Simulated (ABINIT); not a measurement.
# Completion of the band sum in GW: AlN (F-43m)

Wanted: gap and time of AlN (F-43m) with truncated and completed band sums.

Main program and level: ABINIT 10.8.3; PBE and many-body steps on it, plane waves.

Report form: inputs, costs, results and the conclusion, without the logs.

**1. The structure**

It takes space group F-43m (No. 216, cubic). Conventional cell: a = 4.368 Å, b = 4.368 Å, c = 4.368 Å, α = 90.00°, β = 90.00°, γ = 90.00°. Nearest to Al lie 4 N at 1.89 Å. Nearest to N lie 4 Al at 1.89 Å. Farther neighbours, and contacts between anions beyond the nearest, are not listed.

The cell and positions are those that the Materials Project relaxed with its own functionals (PBE, PBE+U or r2SCAN), kept fixed. This is not the form that AlN usually takes at ambient conditions.

**2. Empty states on the mesh, 6×6×6 mesh, 98 bands**

This step: ABINIT 10.8.3; DFT, PBE, plane waves, norm-conserving pseudopotentials.

The sums over transitions need many empty states on a uniform mesh; this step solves for them.

run.abi

```
acell 3*1.0 Angstrom
rprim 
  -0.000000000000 2.183993559600 2.183993559600
  2.183993559600 -0.000000000000 2.183993559600
  2.183993559600 2.183993559600 -0.000000000000
ntypat 2
znucl 13 7
natom 2
typat 1 2
xred 
  0.000000000000 0.000000000000 0.000000000000
  0.750000000000 0.750000000000 0.750000000000
pp_dirpath "pseudos"
pseudos "Al.upf, N.upf"
ecut 36
ngkpt 6 6 6
nshiftk 1
shiftk 0 0 0
kptopt 1
chksymbreak 0
irdden 1
istwfk *1
nband 98
prtvol 0
optdriver 6
gwr_task "HDIAGO"
paral_kgb 0
occopt 1
indata_prefix "in"
outdata_prefix "out"
tmpdata_prefix "tmp"
```

Run with:

```console
OMP_NUM_THREADS=1 mpirun -n 4 abinit run.abi > log
```

It took 13 s on 4 MPI ranks of Arm Neoverse V1, shared host; peak memory 0.7 GiB.

Numbers from this step:

```yaml
gap: 3.325 eV
k_of_the_valence_top: 0, 0, 0
k_of_the_conduction_bottom: 0.5, 0.5, 0
least_direct_gap: 4.192 eV
k_points_computed: 16
lowest_point_of_the_top_converged_band_above_the_valence_top: 130.3756 eV
```

On this mesh the gap is 3.325 eV.

The density comes from a self-consistent run that is not shown.

**3. Screening, 6×6×6 mesh, 90 bands, screening to 228.6 eV**

The RPA dielectric matrix is built and inverted for each q.

This step: RPA screening on PBE, plane waves, norm-conserving pseudopotentials.

run.abi: that of step 2 with these lines changed.

```diff
@@ -20,10 +20,11 @@
 chksymbreak 0
-irdden 1
 istwfk *1
-nband 98
-prtvol 0
-optdriver 6
-gwr_task "HDIAGO"
-paral_kgb 0
 occopt 1
+irdwfk 1
+optdriver 3
+nband 90
+ecuteps 8.4
+inclvkb 2
+awtr 1
+symchi 1
 indata_prefix "in"
```

The job ended after 39 s (4 MPI ranks; peak memory 0.7 GiB; 2.6 min of CPU time).

Read from the output:

| Quantity | Value |
| --- | --- |
| ε∞ with local fields, on this mesh | 4.348 |
| ε∞ without local fields, on this mesh | 4.791 |
| plasma frequency | 23.01 eV |
| plane waves in the screening matrix | 169 |

Local fields lower ε∞ by 9 %.

**4. 90 bands**

The self-energy is evaluated for the states that the input lists, and the quasiparticle equation is solved.

This step: G0W0 on PBE, plane waves, norm-conserving pseudopotentials.

run.abi: that of step 3 with these lines changed.

```diff
@@ -23,8 +23,17 @@
 irdwfk 1
-optdriver 3
+optdriver 4
 nband 90
+gwcalctyp 0
+ecutsigx 36
+symsigma 1
+nkptgw 2
+kptgw 
+  0.0000000000 0.0000000000 0.0000000000
+  0.5000000000 0.5000000000 0.0000000000
+bdgw 
+  2 8
+  3 6
 ecuteps 8.4
-inclvkb 2
-awtr 1
-symchi 1
+irdscr 1
+ppmodel 1
 indata_prefix "in"
```

It took 10 s on 4 MPI ranks; peak memory 0.74 GiB.

This step gave:

* G0W0 gap on the mesh: 4.504 eV
* starting gap on the mesh: 3.325 eV
* k of the valence top: 0, 0, 0
* k of the conduction bottom: 0.5, 0.5, 0
* Z at the valence top: 0.786
* Z at the conduction bottom: 0.836
* least direct G0W0 gap on the computed points: 5.578 eV

The gap on the mesh goes from 3.32 eV to 4.50 eV, a correction of +1.18 eV.

**5. Screening, 6×6×6 mesh, 12 bands, screening to 228.6 eV**

This step: RPA screening on PBE, plane waves, norm-conserving pseudopotentials.

run.abi: that of step 4 with these lines changed.

```diff
@@ -23,17 +23,8 @@
 irdwfk 1
-optdriver 4
-nband 90
-gwcalctyp 0
-ecutsigx 36
-symsigma 1
-nkptgw 2
-kptgw 
-  0.0000000000 0.0000000000 0.0000000000
-  0.5000000000 0.5000000000 0.0000000000
-bdgw 
-  2 8
-  3 6
+optdriver 3
+nband 12
 ecuteps 8.4
-irdscr 1
-ppmodel 1
+inclvkb 2
+awtr 1
+symchi 1
 indata_prefix "in"
```

Elapsed: 5.5 s, on 4 MPI ranks; peak memory 0.39 GiB.

Read from the output:

```
ε∞ with local fields, on this mesh    : 4.325
ε∞ without local fields, on this mesh : 4.726
plasma frequency                      : 23.01 eV
plane waves in the screening matrix   : 169
```

**6. 12 bands**

This step: G0W0 on PBE, plane waves, norm-conserving pseudopotentials.

run.abi: that of step 5 with these lines changed.

```diff
@@ -23,8 +23,17 @@
 irdwfk 1
-optdriver 3
+optdriver 4
 nband 12
+gwcalctyp 0
+ecutsigx 36
+symsigma 1
+nkptgw 2
+kptgw 
+  0.0000000000 0.0000000000 0.0000000000
+  0.5000000000 0.5000000000 0.0000000000
+bdgw 
+  2 8
+  3 6
 ecuteps 8.4
-inclvkb 2
-awtr 1
-symchi 1
+irdscr 1
+ppmodel 1
 indata_prefix "in"
```

Wall time 3.3 s (4 MPI ranks); peak memory 0.52 GiB; 13 s of CPU time.

Numbers from this step:

- G0W0 gap on the mesh: 4.289 eV
- starting gap on the mesh: 3.325 eV
- k of the valence top: 0, 0, 0
- k of the conduction bottom: 0.5, 0.5, 0
- Z at the valence top: 0.79
- Z at the conduction bottom: 0.842
- least direct G0W0 gap on the computed points: 5.463 eV

Against G0W0 in ABINIT (6×6×6 mesh, 90 bands, screening to 228.6 eV, Godby-Needs plasmon pole), the gap moves by −0.215 eV.

**7. Screening, 6×6×6 mesh, 12 bands, screening to 228.6 eV**

This step: RPA screening on PBE, plane waves, norm-conserving pseudopotentials.

run.abi: that of step 6 with these lines changed.

```diff
@@ -23,17 +23,10 @@
 irdwfk 1
-optdriver 4
+optdriver 3
 nband 12
-gwcalctyp 0
-ecutsigx 36
-symsigma 1
-nkptgw 2
-kptgw 
-  0.0000000000 0.0000000000 0.0000000000
-  0.5000000000 0.5000000000 0.0000000000
-bdgw 
-  2 8
-  3 6
 ecuteps 8.4
-irdscr 1
-ppmodel 1
+inclvkb 2
+awtr 1
+symchi 1
+gwcomp 1
+gwencomp 2
 indata_prefix "in"
```

It took 15 s on 4 MPI ranks; peak memory 0.41 GiB.

Numbers from this step:

| Property | Result |
| --- | --- |
| ε∞ with local fields, on this mesh | 4.354 |
| ε∞ without local fields, on this mesh | 4.726 |
| plasma frequency | 23.01 eV |
| plane waves in the screening matrix | 169 |

**8. 12 bands, completed**

This step: G0W0 on PBE, plane waves, norm-conserving pseudopotentials.

run.abi: that of step 7 with these lines changed.

```diff
@@ -23,8 +23,17 @@
 irdwfk 1
-optdriver 3
+optdriver 4
 nband 12
+gwcalctyp 0
+ecutsigx 36
+symsigma 1
+nkptgw 2
+kptgw 
+  0.0000000000 0.0000000000 0.0000000000
+  0.5000000000 0.5000000000 0.0000000000
+bdgw 
+  2 8
+  3 6
 ecuteps 8.4
-inclvkb 2
-awtr 1
-symchi 1
+irdscr 1
+ppmodel 1
 gwcomp 1
```

It took 3.4 s on 4 MPI ranks; peak memory 0.52 GiB.

This step gave:

```yaml
g0w0_gap_on_the_mesh: 4.784 eV
starting_gap_on_the_mesh: 3.325 eV
k_of_the_valence_top: 0, 0, 0
k_of_the_conduction_bottom: 0.5, 0.5, 0
least_direct_g0w0_gap_on_the_computed_points: 5.744 eV
```

Against G0W0 in ABINIT (6×6×6 mesh, 90 bands, screening to 228.6 eV, Godby-Needs plasmon pole), the gap moves by +0.280 eV.

**9. Screening, 6×6×6 mesh, 34 bands, screening to 228.6 eV**

This step: RPA screening on PBE, plane waves, norm-conserving pseudopotentials.

run.abi: that of step 8 with these lines changed.

```diff
@@ -23,19 +23,8 @@
 irdwfk 1
-optdriver 4
-nband 12
-gwcalctyp 0
-ecutsigx 36
-symsigma 1
-nkptgw 2
-kptgw 
-  0.0000000000 0.0000000000 0.0000000000
-  0.5000000000 0.5000000000 0.0000000000
-bdgw 
-  2 8
-  3 6
+optdriver 3
+nband 34
 ecuteps 8.4
-irdscr 1
-ppmodel 1
-gwcomp 1
-gwencomp 2
+inclvkb 2
+awtr 1
+symchi 1
 indata_prefix "in"
```

Run time: 15 s. Hardware: 4 MPI ranks; peak memory 0.47 GiB; 61 s of CPU time.

Numbers from this step:

```yaml
eps_infinity_with_local_fields_on_this_mesh: 4.341
eps_infinity_without_local_fields_on_this_mesh: 4.786
plasma_frequency: 23.01 eV
plane_waves_in_the_screening_matrix: 169
```

**10. 34 bands**

This step: G0W0 on PBE, plane waves, norm-conserving pseudopotentials.

run.abi: that of step 9 with these lines changed.

```diff
@@ -23,8 +23,17 @@
 irdwfk 1
-optdriver 3
+optdriver 4
 nband 34
+gwcalctyp 0
+ecutsigx 36
+symsigma 1
+nkptgw 2
+kptgw 
+  0.0000000000 0.0000000000 0.0000000000
+  0.5000000000 0.5000000000 0.0000000000
+bdgw 
+  2 8
+  3 6
 ecuteps 8.4
-inclvkb 2
-awtr 1
-symchi 1
+irdscr 1
+ppmodel 1
 indata_prefix "in"
```

Wall time 5.4 s (4 MPI ranks); peak memory 0.53 GiB; 21 s of CPU time.

This step gave:

| Quantity | Value |
| --- | --- |
| G0W0 gap on the mesh | 4.327 eV |
| starting gap on the mesh | 3.325 eV |
| k of the valence top | 0, 0, 0 |
| k of the conduction bottom | 0.5, 0.5, 0 |
| least direct G0W0 gap on the computed points | 5.474 eV |

Against G0W0 in ABINIT (6×6×6 mesh, 90 bands, screening to 228.6 eV, Godby-Needs plasmon pole), the gap moves by −0.177 eV.

**11. Screening, 6×6×6 mesh, 34 bands, screening to 228.6 eV**

This step: RPA screening on PBE, plane waves, norm-conserving pseudopotentials.

run.abi: that of step 10 with these lines changed.

```diff
@@ -23,17 +23,10 @@
 irdwfk 1
-optdriver 4
+optdriver 3
 nband 34
-gwcalctyp 0
-ecutsigx 36
-symsigma 1
-nkptgw 2
-kptgw 
-  0.0000000000 0.0000000000 0.0000000000
-  0.5000000000 0.5000000000 0.0000000000
-bdgw 
-  2 8
-  3 6
 ecuteps 8.4
-irdscr 1
-ppmodel 1
+inclvkb 2
+awtr 1
+symchi 1
+gwcomp 1
+gwencomp 3
 indata_prefix "in"
```

Elapsed: 31 s, on 4 MPI ranks; peak memory 0.49 GiB; 2.1 min of CPU time.

Read from the output:

| Quantity | Value |
| --- | --- |
| ε∞ with local fields, on this mesh | 4.345 |
| ε∞ without local fields, on this mesh | 4.786 |
| plasma frequency | 23.01 eV |
| plane waves in the screening matrix | 169 |

**12. 34 bands, completed**

This step: G0W0 on PBE, plane waves, norm-conserving pseudopotentials.

run.abi: that of step 11 with these lines changed.

```diff
@@ -23,8 +23,17 @@
 irdwfk 1
-optdriver 3
+optdriver 4
 nband 34
+gwcalctyp 0
+ecutsigx 36
+symsigma 1
+nkptgw 2
+kptgw 
+  0.0000000000 0.0000000000 0.0000000000
+  0.5000000000 0.5000000000 0.0000000000
+bdgw 
+  2 8
+  3 6
 ecuteps 8.4
-inclvkb 2
-awtr 1
-symchi 1
+irdscr 1
+ppmodel 1
 gwcomp 1
```

It took 5.7 s on 4 MPI ranks; peak memory 0.53 GiB.

Numbers from this step:

```
G0W0 gap on the mesh                         : 4.59 eV
starting gap on the mesh                     : 3.325 eV
k of the valence top                         : 0, 0, 0
k of the conduction bottom                   : 0.5, 0.5, 0
least direct G0W0 gap on the computed points : 5.619 eV
```

Against G0W0 in ABINIT (6×6×6 mesh, 90 bands, screening to 228.6 eV, Godby-Needs plasmon pole), the gap moves by +0.086 eV.

**13. Side by side**

Times are wall times on 4 MPI ranks of Arm Neoverse V1, shared host, good to a factor of about two. A run's time includes the screening step that it read.

```csv
run,mesh,bands,screening cutoff (eV),DFT gap (eV),gap on the mesh (eV),direct (eV),ε∞ used,time
90 bands,6×6×6,90,228.6,3.325,4.504,5.578,4.35,49 s
12 bands,6×6×6,12,228.6,3.325,4.289,5.463,4.32,8.8 s
"12 bands, completed",6×6×6,12,228.6,3.325,4.784,5.744,4.35,19 s
34 bands,6×6×6,34,228.6,3.325,4.327,5.474,4.34,21 s
"34 bands, completed",6×6×6,34,228.6,3.325,4.590,5.619,4.35,37 s
```

**14. Outcome**

```
90 bands            : 4.504 eV
12 bands            : 4.289 eV
12 bands, completed : 4.784 eV
34 bands            : 4.327 eV
34 bands, completed : 4.590 eV
```

12 bands: −0.215 eV against 90 bands. 12 bands, completed: +0.280 eV against 90 bands. 34 bands: −0.177 eV against 90 bands. 34 bands, completed: +0.086 eV against 90 bands. The row with most bands is itself short of the limit, so it is no exact reference, and agreement of a truncated run with it can be a cancellation between the edges.

[Long decimals in the printed logs are rounded to 6 places.]

[Logs are printed without paths, hosts, clocks, repeated set-up lines and the standing remarks that a program may print on its own settings, such as how far it seeks lower states.]

[Paths, hosts, dates, memory and timing lines, banners, echoed tables and standing remarks are left out of the program output; an Ansatz launch command may be rebuilt from the run's recorded settings. Measured values are a selection of at most five: reports struck by readers or far from the other reports are left out. None is set beside runs whose start may be inverted or whose files or cutoffs have a known fault.]

[Runs of the session that timed out or met a known fault of the program may be left out.]

[Hosts, paths, dates, database ids (printed as entryN), source tags and the programs' standing remarks are cut or masked in the printed files.]

[G0W0 gaps are taken among the corrected bands and points alone; a level outside them can change the order at an edge.]

[Where Ansatz stands beside ABINIT at settings called matched, ABINIT's density can come from a denser mesh and the files from another edition; pairs whose starting gaps differed by over 0.03 eV were left out, so agreement reads better than it is.]
